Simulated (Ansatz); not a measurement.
**(NaCl)1(CaS)3 [001] superlattice, started as rocksalt type: the cell at rest**

Wanted: the relaxed cell of (NaCl)1(CaS)3 [001] superlattice, started as rocksalt type.

Main program and level: Ansatz 0.2.0; DFT LDA, scalar-relativistic, plane waves, PAW.

The structure was built from a prototype and need not be the compound's stable phase.

### 1. The structure

Symmetry: P4/mmm, No. 123, tetragonal system. The conventional cell has a = 4.015 Å, b = 4.015 Å, c = 11.355 Å, α = 90.00°, β = 90.00°, γ = 90.00°. Ca has 5 S at 2.84 Å and 1 Cl at 2.84 Å nearest. Nearest to Ca lie 6 S at 2.84 Å. Nearest to Cl lie 2 Ca at 2.84 Å and 4 Na at 2.84 Å. Na has 4 Cl at 2.84 Å and 2 S at 2.84 Å nearest. Nearest to S lie 5 Ca at 2.84 Å and 1 Na at 2.84 Å. S has 6 Ca at 2.84 Å nearest. Farther neighbours and most contacts between anions are not listed.

### 2. A coarse first look

A quick single point on a coarse mesh tells whether the cell has a gap and how far it is from rest, which sets the k mesh and smearing that follow.

File input.yaml:

```yaml
crystal:
  lattice:
    - [2.83875, 2.83875, 0.0]
    - [-2.83875, 2.83875, 0.0]
    - [0.0, 0.0, 11.355]
  atoms:
    - { symbol: Ca, position: [0.5, 0.5, 0.25] }
    - { symbol: Ca, position: [0.0, 0.0, 0.5] }
    - { symbol: Ca, position: [0.5, 0.5, 0.75] }
    - { symbol: Cl, position: [0.5, 0.5, 0.0] }
    - { symbol: Na, position: [0.0, 0.0, 0.0] }
    - { symbol: S, position: [0.0, 0.0, 0.25] }
    - { symbol: S, position: [0.5, 0.5, 0.5] }
    - { symbol: S, position: [0.0, 0.0, 0.75] }
kpoints:
  mp_grid: { grid: [4, 4, 2] }
hamiltonian:
  xc: lda
scf:
  occupations: { method: gaussian, width: 0.1 }
output:
  forces: true
  stress: true
  eigenvalues: true
```

Run with:

```
$ ansatz run input.yaml --threads 8 --pin off --max-ram 14336MiB --backend cpu --events-out ev --progress --plain --runs-dir out
```

Numbers of over 12 decimals in the logs are rounded to 6 here.

Output:

```text
Engine: ansatz 0.2.0, aarch64-unknown-linux-gnu
Pseudopotentials: kind: paw
Pseudopotential: Ca, paw, valence charge 10, recommended cutoff 420 eV (normal), Ca.paw.azcp
Pseudopotential: Cl, paw, valence charge 7, recommended cutoff 420 eV (normal), Cl.paw.azcp
Pseudopotential: Na, paw, valence charge 9, recommended cutoff 420 eV (normal), Na.paw.azcp
[...]
k-point 0: bands = [... 28 lower, 4.7122, 4.7776, 5.0594, 5.0594, 7.4405, 7.9834, 8.4417, 8.6620, ... 3 higher]
  k-point 1: bands = [... 28 lower, 4.7505, 4.7505, 5.0236, 5.0236, 7.4704, 7.9040, 8.7310, 9.0702, ... 3 higher]
  k-point 2: bands = [... 28 lower, 4.1724, 4.3363, 4.4950, 4.5299, 8.7330, 9.0429, 9.2945, 9.4960, ... 3 higher]
  k-point 11: bands = [... 28 lower, 3.9804, 4.0067, 4.0067, 4.2351, 7.9947, 7.9947, 8.8545, 8.8545, ... 3 higher]
[key lines of the parts left out:]
SCF converged after 7 iterations
Free energy (F): -10454.070786 eV
Fermi energy:    6.251403 eV
P = ⅓ Tr σ = -3.5046 GPa (-35.046 kbar)
```

Elapsed: 1.3 s, on 8 threads of Arm Neoverse V2, shared host; peak memory 0.63 GiB; 6 s of CPU time.

A gap read on the k-mesh alone can miss the band edges.

This step gave:

| Item | Value |
| --- | --- |
| pressure | -3.505 GPa |
| gap on the k-mesh | 2.381 eV |
| volume per atom | 22.88 Å³ |
| direct gap on mesh | 2.381 eV |

The coarse mesh shows a gap of 2.38 eV and a pressure of -3.5 GPa.

### 3. Bringing the structure to rest

The cell and atoms are relaxed, since residual forces and stress would shift the frequencies.

input.yaml, the sections that differ from step 2:

```yaml
kpoints:
  mp_grid: { grid: [6, 6, 2] }
scf:
  occupations: { method: gaussian, width: 0.02 }
output:
  forces: true
  stress: true
  eigenvalues: true
  write_density: true
  write_potential: true
  elf: true
  volumetric_format: npy
relax:
  adjacent_minimum: "off"
  f_tol: 0.005
  max_steps: 80
  cell: { stress_tol: 0.05 }
# crystal, hamiltonian: as in step 2
```

Output:

```text
[...]
Crystal: 8 atoms, lattice volume = 183.009 Å³
Basis set: ecut = 420 eV, 3589 PW (Γ)
Bands: 40, of which v1, the nominal top of the filled ones, is band 32 counted from 1 (31 counted from 0)
Symmetry: 16 space group operations
[...]
k-points: 20 of 72
[...]
SCF iter   1: F=—  HF=-10454.111701 eV  |F-HF|=—  |Δ(HF+E_count)|=         —  Δρ=6.36e-3  dr2=7.51e-2  ethr=1.77e-3  ⟨swp⟩=12.1  Hψ=4799  notcnv=0
[...]
SCF iter   7: F=-10454.085542 eV  HF=-10454.085542 eV  |F-HF|=2.44e-9  |Δ(HF+E_count)|=   3.56e-8  Δρ=1.95e-6  dr2=8.15e-9  ethr=1.56e-10  ⟨swp⟩=15.3  Hψ=5383  notcnv=0
SCF 1 converged in 7 iterations: F = -10454.085542 eV  dr2 = 8.15e-9
[...]
relax step   1: F+E_penalty+E_count = -10454.08554246 eV  Δ(F+E_penalty+E_count) = +0.000e0 eV  max|allowed force component| = 2.168e-1 eV/Å  Δτ_max = 0.0000 Å  P = -3.537 GPa  Ω = 183.009 Å³  (7 SCF iters, dr2 threshold 1.00e-7 eV, accepted)
Crystal: 8 atoms, lattice volume = 163.834 Å³
Basis set: ecut = 420 eV, 3245 PW (Γ)
[...]
iter 1 solved again at ethr=7.29e-4 eV; its pass at ethr=3.10e-3 eV (dr2=4.67e-1 eV) is discarded
[...]
SCF iter   6: F=-10454.155962 eV  HF=-10454.155962 eV  |F-HF|=1.66e-7  |Δ(HF+E_count)|=   6.60e-7  Δρ=1.52e-5  dr2=5.12e-7  ethr=1.25e-9  ⟨swp⟩=17.5  Hψ=7204  notcnv=0
SCF 2 converged in 6 iterations: F = -10454.155962 eV  dr2 = 5.12e-7
relax step   2: F+E_penalty+E_count = -10454.15596167 eV  Δ(F+E_penalty+E_count) = -7.042e-2 eV  max|allowed force component| = 4.380e-1 eV/Å  Δτ_max = 0.0702 Å  P = +2.833 GPa  Ω = 163.834 Å³  energy of the carried Pulay correction = +6.479e-4 eV  (6 SCF iters, dr2 threshold 8.00e-7 eV, accepted)
Crystal: 8 atoms, lattice volume = 171.418 Å³
Basis set: ecut = 420 eV, 3381 PW (Γ)
[...]
SCF iter   6: F=-10454.233919 eV  HF=-10454.233919 eV  |F-HF|=4.21e-8  |Δ(HF+E_count)|=   1.22e-7  Δρ=6.46e-6  dr2=8.75e-8  ethr=1.25e-9  ⟨swp⟩=10.2  Hψ=5640  notcnv=0
SCF 3 converged in 6 iterations: F = -10454.233919 eV  dr2 = 8.75e-8
  Residual-converged pass: ⟨swp⟩=1.0  Hψ=880  notcnv=0  max |occ|·‖R‖ = 7.0e-9 eV (tolerance 1.0e-8 eV)  dr2=8.75e-8  dr2_onsite=3.97e-9  max |Δocc| = 0.0e0
relax step   3: F+E_penalty+E_count = -10454.23391928 eV  Δ(F+E_penalty+E_count) = -7.796e-2 eV  max|allowed force component| = 6.749e-2 eV/Å  Δτ_max = 0.0599 Å  P = -0.247 GPa  Ω = 171.418 Å³  energy of the carried Pulay correction = +3.832e-4 eV  (6 SCF iters, dr2 threshold 8.00e-7 eV, accepted)
[...]
relax step   4: F+E_penalty+E_count = -10454.23517449 eV  Δ(F+E_penalty+E_count) = -1.255e-3 eV  max|allowed force component| = 7.744e-3 eV/Å  Δτ_max = 0.0086 Å  P = -0.045 GPa  Ω = 170.852 Å³  energy of the carried Pulay correction = +4.026e-4 eV  (4 SCF iters, dr2 threshold 2.85e-7 eV, accepted)
[...]
relax step   5: F+E_penalty+E_count = -10454.23521185 eV  Δ(F+E_penalty+E_count) = -3.736e-5 eV  max|allowed force component| = 6.356e-4 eV/Å  Δτ_max = 0.0009 Å  P = +0.004 GPa  Ω = 170.710 Å³  energy of the carried Pulay correction = +4.075e-4 eV  (5 SCF iters, dr2 threshold 7.08e-9 eV, accepted)
[...]
SCF iter   1: F=—  HF=-10454.234834 eV  |F-HF|=—  |Δ(HF+E_count)|=         —  Δρ=3.76e-5  dr2=2.87e-7  ethr=5.09e-7  ⟨swp⟩=3.4  Hψ=6605  notcnv=0
eigensolver tolerance schedule: the retry pair's looser diagonalisation over-reported the residual by 1132.68 of it (diagonalisation noise at 0.23 of the residual, at the tolerance the schedule requests for it); recorded, not acted on — ethr = c·dr2/N_el stays at c = 1.0e-1
[...]
SCF iter   2: F=—  HF=-10454.234832 eV  |F-HF|=—  |Δ(HF+E_count)|=   2.53e-6  Δρ=1.91e-5  dr2=7.31e-8  ethr=4.49e-10  ⟨swp⟩=2.5  Hψ=1457  notcnv=0
[...]
SCF iter   5: F=-10454.234832 eV  HF=-10454.234832 eV  |F-HF|=1.64e-11  |Δ(HF+E_count)|=  1.15e-10  Δρ=1.05e-7  dr2=1.86e-11  ethr=1.00e-12  ⟨swp⟩=7.5  Hψ=3977  notcnv=0
SCF 6 converged in 5 iterations: F = -10454.234832 eV  dr2 = 1.86e-11
relax step   6: F+E_penalty+E_count = -10454.23483158 eV  Δ(F+E_penalty+E_count) = +3.803e-4 eV  max|allowed force component| = 6.502e-4 eV/Å  Δτ_max = 0.0000 Å  P = +0.004 GPa  Ω = 170.710 Å³  stress off target by 9.68e-3 GPa  SCF on the basis re-selected at this cell (its energy is not comparable with the rows above)  (5 SCF iters)
basis re-selected at this cell: Δ(F+E_penalty+E_count) = +3.803e-4 eV, ΔP = +0.000 GPa vs the last step (what re-selecting the basis moved, of the pressure what is left beyond the Pulay correction that the steps carried, after the strain that the cell walked since its last selection, with what the two solves' SCF thresholds leave and, on support functions, any second-order correction that the steps lacked; it is no measure of the basis error at this ecutwfc). The dense FFT grid was sized anew with the basis: this SCF ran on 27×27×75 points, the steps before it on 27×27×80, so part of this shift can come from that change (see relax.cell in the input reference). [rest of the remark cut]
SCF converged after 5 iterations
Free energy (F): -10454.234832 eV
[...]
Internal energy: -10454.234832 eV  (E = F + TS)
E sigma→0 (E₀):  -10454.234832 eV
Fermi energy:    6.843622 eV
[...]
--- Forces (eV/Å), atoms counted from 1 ---
  atom   1  Ca     0.00000000    -0.00000000    -0.00022273
  atom   2  Ca     0.00000000     0.00000000     0.00000000
  atom   3  Ca     0.00000000    -0.00000000     0.00022273
  atom   4  Cl     0.00000000     0.00000000     0.00000000
  atom   5  Na    -0.00000000     0.00000000     0.00000000
  atom   6  S      0.00000000     0.00000000    -0.00065017
  atom   7  S      0.00000000     0.00000000     0.00000000
  atom   8  S      0.00000000     0.00000000     0.00065017
  max |Σ_I F_I| component: 1.30e-28 eV/Å
--- Stress (GPa, compression-positive) ---
        0.000566       0.000000       0.000000
        0.000000       0.000566       0.000000
        0.000000       0.000000       0.009680
  P = ⅓ Tr σ = 0.0036 GPa (0.036 kbar)
--- Band table (eV; the first three rows and the last of 20) ---
  k-point 0: bands = [... 28 lower, 5.4019, 5.4329, 5.7349, 5.7349, 7.9522, 8.5855, 9.2744, 9.5012, ... 4 higher]
  k-point 1: bands = [... 28 lower, 5.4491, 5.4491, 5.6868, 5.6868, 7.9798, 8.5020, 9.3526, 10.1609, ... 4 higher]
  k-point 2: bands = [... 28 lower, 4.9292, 5.1670, 5.2899, 5.4099, 8.7005, 9.2270, 9.7991, 9.9539, ... 4 higher]
  k-point 19: bands = [... 28 lower, 4.5797, 4.5893, 4.5893, 4.8523, 8.5462, 8.5462, 9.5722, 9.5722, ... 4 higher]
--- Relaxed structure (5 steps of the walk, 5 accepted, 1 SCFs on fresh bases) ---
  F+E_penalty+E_count = -10454.23483158 eV   max|allowed force component| = 6.502e-4 eV/Å   (the final SCF, on the basis selected at the relaxed cell)
  cell:  # Å, volume = 170.7099 Å³
    - [2.771576, 2.771576, 0.0]
    - [-2.771576, 2.771576, 0.0]
    - [0.0, 0.0, 11.111564]
  atoms:
    - { symbol: Ca, position: [0.500000, 0.500000, 0.251596] }
    - { symbol: Ca, position: [0, 0, 0.500000] }
    - { symbol: Ca, position: [0.500000, 0.500000, 0.748404] }
    - { symbol: Cl, position: [0.500000, 0.500000, 0] }
    - { symbol: Na, position: [0, 0, 0] }
    - { symbol: S, position: [0, 0, 0.248803] }
    - { symbol: S, position: [0.500000, 0.500000, 0.500000] }
    - { symbol: S, position: [0, 0, 0.751197] }
```

It took 8.4 s on 8 threads; peak memory 0.7 GiB.

Relaxation path:

```tsv
step	energy less that of the first step (eV)	largest force component (eV/Å)	pressure (GPa)	volume (Å³)
1	0.0000	0.2168	-3.54	183.01
2	-0.0704	0.4380	2.83	163.83
3	-0.1484	0.0675	-0.25	171.42
4	-0.1496	0.0077	-0.05	170.85
5	-0.1497	0.0006	0.00	170.71
6*	-0.1493	0.0006	0.00	170.71
```

Relaxation steps marked * repeat the geometry before them on a plane-wave basis chosen anew for their cell, so energy and pressure can jump there.

Forces are held to the 16 operations that the run works with; a distortion that breaks them can't arise in this run.

```tsv
conventional cell, symmetrised	before	after	change
a (Å)	4.015	3.920	-2.4 %
b (Å)	4.015	3.920	-2.4 %
c (Å)	11.355	11.112	-2.1 %
volume (Å³/atom)	22.88	21.34	-6.7 %
```

The atoms that moved most (Å, as changes of fractional coordinates times the final cell):

```tsv
atom	dx	dy	dz	length
Ca3	0.000	0.000	-0.018	0.018
Ca1	0.000	0.000	0.018	0.018
S6	0.000	0.000	-0.013	0.013
S8	0.000	0.000	0.013	0.013
```

Numbers from this step:

| Item | Value |
| --- | --- |
| pressure | 0.003604 GPa |
| gap on the k-mesh | 2.217 eV |
| volume per atom | 21.34 Å³ |
| direct gap on mesh | 2.217 eV |

Valence density in the ac plane at fractional y = 0.000, with atoms of Ca and Na and S within 0.2 Å of it. It is the smooth field of the valence electrons, not physical close to the nuclei.

Ten steps, logarithmic in the rise over the least value, from '0' (0 e/Å³) to '9' (17 e/Å³), each cell a mean:
```
97410000000258
32100000000013
11000000000001
22210000001122
44321000012334
23432100012343
34432100012344
33321000001233
21110000000112
22100000000012
65420000001245
77531000001467
77531000001367
44210000000134
11100000000011
22210000001122
44321000011334
23432100012343
34432100012343
33321000001233
21100000000111
11000000000001
65200000000135
98510000000279
```
Columns run along a (3.9 Å), rows up along c (11.1 Å). Atoms in or near the plane, at fractional coordinates: Ca at (0.00, 0.50), Na at (0.00, 0.00), S at (0.00, 0.25), S at (0.00, 0.75).

Electrostatic potential energy in the ac plane at fractional y = 0.000, with atoms of Ca and Na and S within 0.2 Å of it. With pseudopotentials it is smooth inside the atoms' cores, unlike the true potential.

Values in eV, 24 rows by 14 columns, each cell a mean:
```
-41 -34  -9   3   7   9  10  10  10   8   6   1 -17 -37
 -4   0   4   7   9  10  10  10  10   9   8   6   3  -1
  8   8   9   9  10  10  10  10  10  10  10   9   8   8
  2   4   7   9  10  10  10  10  10  10  10   9   6   4
-25 -21  -8   4   9  10  10  10  10  10   8   2 -13 -23
-22 -29 -25  -3   7  10  10  10  10   9   5  -9 -29 -26
-27 -30 -19   0   8  10  10  10  10   9   6  -5 -25 -29
-11  -7   2   7  10  10  10  10  10  10   9   6  -1  -8
  6   7   8   9  10  10  10  10  10  10  10   9   8   6
 -1   0   4   6   8   9  10  10  10   9   8   6   3   0
-32 -26 -12   0   5   8   9  10   9   7   4  -3 -17 -28
-46 -45 -30  -8   3   7   9  10   9   6   1 -14 -37 -46
-44 -41 -24  -6   4   8   9  10   9   7   2 -10 -31 -42
-16 -12  -3   3   7   9  10  10  10   8   6   1  -6 -14
  4   5   7   8   9  10  10  10  10  10   9   8   6   5
  3   4   7   9  10  10  10  10  10  10  10   9   6   4
-24 -20  -6   5   9  10  10  10  10  10   8   2 -11 -21
-22 -29 -24  -3   7  10  10  10  10   9   5  -9 -29 -27
-27 -30 -20  -1   8  10  10  10  10   9   6  -5 -25 -29
-13  -8   1   7  10  10  10  10  10  10   9   6  -2 -10
  7   8   9  10  10  10  10  10  10  10  10  10   8   7
  5   6   7   9   9  10  10  10  10  10   9   8   7   6
-20 -13   0   6   8   9  10  10  10   9   7   4  -4 -15
-46 -43 -16   2   7   9  10  10   9   8   6  -1 -26 -44
```
Columns run along a (3.9 Å; values clipped at the 3rd and 97th percentile), rows up along c (11.1 Å). Atoms in or near the plane, at fractional coordinates: Ca at (0.00, 0.50), Na at (0.00, 0.00), S at (0.00, 0.25), S at (0.00, 0.75).

ELF in the ac plane at fractional y = 0.000, with atoms of Ca and Na and S within 0.2 Å of it. It is the smooth field of the valence electrons, not physical close to the nuclei.

Values, 24 rows by 14 columns, each cell a mean:
```
0.46 0.55 0.49 0.14 0.02 0.02 0.02 0.03 0.02 0.01 0.02 0.24 0.56 0.53
0.30 0.24 0.10 0.02 0.02 0.02 0.02 0.02 0.02 0.02 0.02 0.04 0.15 0.26
0.27 0.27 0.27 0.23 0.14 0.06 0.03 0.02 0.03 0.08 0.16 0.24 0.27 0.27
0.84 0.83 0.79 0.70 0.53 0.25 0.09 0.05 0.12 0.34 0.59 0.73 0.81 0.83
0.69 0.78 0.85 0.83 0.73 0.46 0.17 0.09 0.23 0.57 0.77 0.84 0.84 0.75
0.09 0.34 0.77 0.86 0.79 0.54 0.21 0.10 0.28 0.65 0.82 0.85 0.67 0.23
0.34 0.56 0.81 0.85 0.76 0.50 0.19 0.09 0.25 0.61 0.80 0.85 0.76 0.48
0.84 0.84 0.83 0.77 0.62 0.34 0.13 0.07 0.16 0.44 0.68 0.79 0.84 0.84
0.54 0.53 0.49 0.41 0.27 0.12 0.06 0.04 0.07 0.16 0.31 0.44 0.51 0.53
0.28 0.23 0.12 0.05 0.04 0.04 0.04 0.05 0.04 0.03 0.04 0.07 0.16 0.25
0.82 0.79 0.61 0.26 0.05 0.03 0.06 0.07 0.05 0.03 0.08 0.37 0.70 0.80
0.78 0.83 0.83 0.56 0.12 0.04 0.07 0.08 0.06 0.04 0.22 0.68 0.85 0.82
0.83 0.84 0.79 0.47 0.09 0.04 0.06 0.07 0.05 0.04 0.16 0.60 0.83 0.84
0.66 0.59 0.37 0.12 0.03 0.03 0.05 0.06 0.04 0.03 0.04 0.18 0.46 0.61
0.21 0.19 0.15 0.12 0.08 0.05 0.04 0.04 0.04 0.06 0.09 0.13 0.16 0.19
0.78 0.77 0.73 0.63 0.44 0.20 0.08 0.05 0.10 0.28 0.51 0.66 0.75 0.78
0.72 0.79 0.84 0.82 0.71 0.42 0.16 0.08 0.21 0.54 0.75 0.83 0.84 0.77
0.10 0.35 0.77 0.85 0.78 0.53 0.21 0.10 0.27 0.64 0.82 0.85 0.67 0.25
0.30 0.53 0.81 0.85 0.78 0.52 0.20 0.10 0.27 0.63 0.81 0.85 0.75 0.45
0.83 0.85 0.84 0.80 0.67 0.38 0.14 0.07 0.18 0.49 0.72 0.82 0.85 0.84
0.69 0.68 0.64 0.54 0.36 0.15 0.06 0.04 0.07 0.21 0.42 0.58 0.66 0.69
0.09 0.08 0.07 0.07 0.05 0.03 0.02 0.02 0.02 0.04 0.06 0.07 0.07 0.08
0.50 0.46 0.26 0.05 0.01 0.02 0.02 0.02 0.02 0.02 0.01 0.10 0.35 0.48
0.29 0.49 0.56 0.20 0.02 0.02 0.03 0.03 0.03 0.01 0.03 0.32 0.60 0.43
```
Columns run along a (3.9 Å), rows up along c (11.1 Å). Atoms in or near the plane, at fractional coordinates: Ca at (0.00, 0.50), Na at (0.00, 0.00), S at (0.00, 0.25), S at (0.00, 0.75).

In this step the volume went from 22.88 to 21.34 Å³/atom.

### 4. Tight relaxation

Phonons need a cell at rest on their own settings, so the relaxation is repeated with tight tolerances on forces and stress on the k mesh and occupations of the first response run.

File input.yaml:

```yaml
crystal:
  lattice:
    - [2.7715755524, 2.7715755524, 0.0]
    - [-2.7715755524, 2.7715755524, 0.0]
    - [0.0, 0.0, 11.1115640225]
  atoms:
    - { symbol: Ca, position: [0.5, 0.5, 0.251596347] }
    - { symbol: Ca, position: [0.0, 0.0, 0.5] }
    - { symbol: Ca, position: [0.5, 0.5, 0.748403653] }
    - { symbol: Cl, position: [0.5, 0.5, 0.0] }
    - { symbol: Na, position: [0.0, 0.0, 0.0] }
    - { symbol: S, position: [0.0, 0.0, 0.2488032553] }
    - { symbol: S, position: [0.5, 0.5, 0.5] }
    - { symbol: S, position: [0.0, 0.0, 0.7511967447] }
kpoints:
  mp_grid: { grid: [8, 8, 2] }
hamiltonian:
  xc: lda
scf:
  occupations: { method: fixed }
output:
  forces: true
  stress: true
  eigenvalues: true
relax:
  adjacent_minimum: "off"
  f_tol: 0.001
  max_steps: 60
  cell: { stress_tol: 0.01 }
```

Output:

```text
[...]
Crystal: 8 atoms, lattice volume = 170.710 Å³
Basis set: ecut = 420 eV, 3341 PW (Γ)
Bands: 40, of which v1, the nominal top of the filled ones, is band 32 counted from 1 (31 counted from 0)
[... 1 set-up line as in the run before ...]
[...]
k-points: 30 of 128
[...]
cell:  # Å, volume = 170.7073 Å³
    - [2.771421, 2.771421, 0]
    - [-2.771421, 2.771421, 0]
    - [0, 0, 11.112632]
  atoms:
    - { symbol: Ca, position: [0.5, 0.5, 0.251588] }
    - { symbol: Ca, position: [0, 0, 0.5] }
    - { symbol: Ca, position: [0.5, 0.5, 0.748412] }
    - { symbol: Cl, position: [0.5, 0.5, 0] }
    - { symbol: Na, position: [0, 0, 0] }
    - { symbol: S, position: [0, 0, 0.248792] }
    - { symbol: S, position: [0.5, 0.5, 0.5] }
    - { symbol: S, position: [0, 0, 0.751208] }
[key lines of the parts left out:]
SCF converged after 4 iterations
Free energy (F): -10454.235872 eV
Fermi energy:    5.734668 eV
P = ⅓ Tr σ = 0.0003 GPa (0.003 kbar)
```

Wall time 6.2 s (8 threads); peak memory 0.7 GiB.

Little changed from the start: no atom moved by 0.005 Å and no cell edge by 0.1 %.

This step gave:

| Quantity | Value |
| --- | --- |
| pressure | 2.75e-4 GPa |
| gap on the k-mesh | 2.218 eV |
| direct gap on mesh | 2.218 eV |

The largest force component left is 0.23 meV/Å and the pressure is 0.000 GPa, within the tolerances set. The cell now holds 21.34 Å³/atom.

### 5. Results

```yaml
space_group_after_relaxation_within_0p01_a: P4/mmm
lattice_constant_a: 3.919 Å
lattice_constant_b: 3.919 Å
lattice_constant_c: 11.113 Å
volume_per_atom: 21.3 Å³
gap_on_the_k_mesh: 2.22 eV
```

In words: The largest force component left is 0.23 meV/Å and the pressure is 0.000 GPa, within the tolerances set. The cell now holds 21.34 Å³/atom. The relaxation keeps the symmetry of its start, so it says nothing on stability against lower symmetry. The starting cell was built on a prototype and not taken from a measurement, so the phase need not exist.

[Logs are printed without paths, hosts, clocks, repeated set-up lines and the standing remarks that a program may print on its own settings, such as how far it seeks lower states.]

[Hosts, paths, dates, database ids (printed as entryN), source tags and the programs' standing remarks are cut or masked in the printed files.]
